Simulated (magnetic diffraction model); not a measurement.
# Solving a magnetic structure from powder neutron data: NdTiPb

Space group P4/nmm (no. 129, origin choice 1), a = 4.3750 Å, c = 8.3440 Å.

| site | atom | x | y | z |
| --- | --- | --- | --- | --- |
| 2c | Pb | 0 | 1/2 | 0.7785 |
| 2c | Nd | 0 | 1/2 | 0.3518 |
| 2a | Ti | 1/2 | 1/2 | 0 |

This is a made-up structure (elements placed in a structure type, unrelaxed), so the numbers test the method and describe no known phase.

Only Nd is taken to order (form factors of Nd3+); orders and moment sizes are assumed, and not adapted to the symmetry. Radiation: neutrons of λ = 4.2 Å, 1.5° to 80°; isotropic B of 0.47 Å² (Pb), 0.4 Å² (Nd) and 0.6 Å² (Ti). Simulated constant-wavelength pattern: nuclear and magnetic terms add, the magnetic one as |2.695 fm × Σ f S⊥ exp(2πi Q·r) exp(−B s²)|², summed over all Q at one angle with the factor 1/(sin²θ cos θ). For a modulated order the moment at position r is S exp(−2πi k·r) + c.c., with S = m/2 for a sine wave of amplitude m and S = m(u + iv)/2 for moments turning in a plane, u and v being orthogonal unit vectors in it; the phase factor of the sum at Q = H + k is then exp(2πi H·r). Free-ion form factors, Sears's scattering lengths of 1992, no absorption; a label names one of the reflections at its angle. The strongest nuclear line in the range is 100, and lines under 0.2 are left out.

Above the ordering temperature:

```csv
2θ (°),index,I
29.15,(0 0 1),69.7
60.45,(0 0 2),100.0
65.64,(1 0 1),16.1
```

Below it (cell unchanged):

```csv
2θ (°),I
2.08,7943.1
27.01,17.2
29.15,69.7
31.30,12.9
58.06,1.0
60.45,100.0
62.86,0.8
64.53,15.1
65.64,16.1
66.82,14.9
```

**Question.** Find the propagation vector, then choose among these models:
A. moments turning in the plane of [010] and [001], 2.6 μB on Nd; signs + at (0, 1/2, 0.3518), + at (1/2, 0, 0.6482)
B. moments turning in the plane of [001] and [100], 2.6 μB on Nd; signs + at (0, 1/2, 0.3518), + at (1/2, 0, 0.6482)
C. a sine wave with moments along [010] (amplitudes given), 2.6 μB on Nd; signs + at (0, 1/2, 0.3518), + at (1/2, 0, 0.6482)
D. moments turning in the plane of [100] and [010], 2.6 μB on Nd; signs + at (0, 1/2, 0.3518), + at (1/2, 0, 0.6482)

The new lines index as (0 0 0.072) at 2.08°, (0 0 0.928) at 27.01°, (0 0 1.072) at 31.30° and (0 0 1.928) at 58.06°, that is as H ± k with k = (0 0 0.072). Satellites come in pairs about each point of the reciprocal lattice.

Magnetic intensity, observed (below minus above) and for each model:

| 2θ (°) | index | observed | A | B | C | D |
| --- | --- | --- | --- | --- | --- | --- |
| 2.08 | (0 0 0.072) | 7943.1 | 3971.6 | 3971.6 | 3971.6 | 7943.1 |
| 27.01 | (0 0 0.928) | 17.2 | 8.6 | 8.6 | 8.6 | 17.2 |
| 31.30 | (0 0 1.072) | 12.9 | 6.5 | 6.5 | 6.5 | 12.9 |
| 58.06 | (0 0 1.928) | 1.0 | 0.5 | 0.5 | 0.5 | 1.0 |
| 62.86 | (0 0 2.072) | 0.8 | 0.4 | 0.4 | 0.4 | 0.8 |
| 64.53 | (1 0 0.928) | 15.1 | 17.8 | 17.8 | 7.6 | 15.1 |
| 66.82 | (1 0 1.072) | 14.9 | 16.6 | 16.6 | 7.4 | 14.9 |

Model D matches. Model C has the same shape and would fit too with moments 1.41 times as large, so only the size of the moment sets it apart.

The structure used: k = (0 0 0.072), moments turning in the plane of [100] and [010], 2.6 μB on Nd; signs + at (0, 1/2, 0.3518), + at (1/2, 0, 0.6482).

[Logs are printed without paths, hosts, clocks, repeated set-up lines and the standing remarks that a program may print on its own settings, such as how far it seeks lower states.]
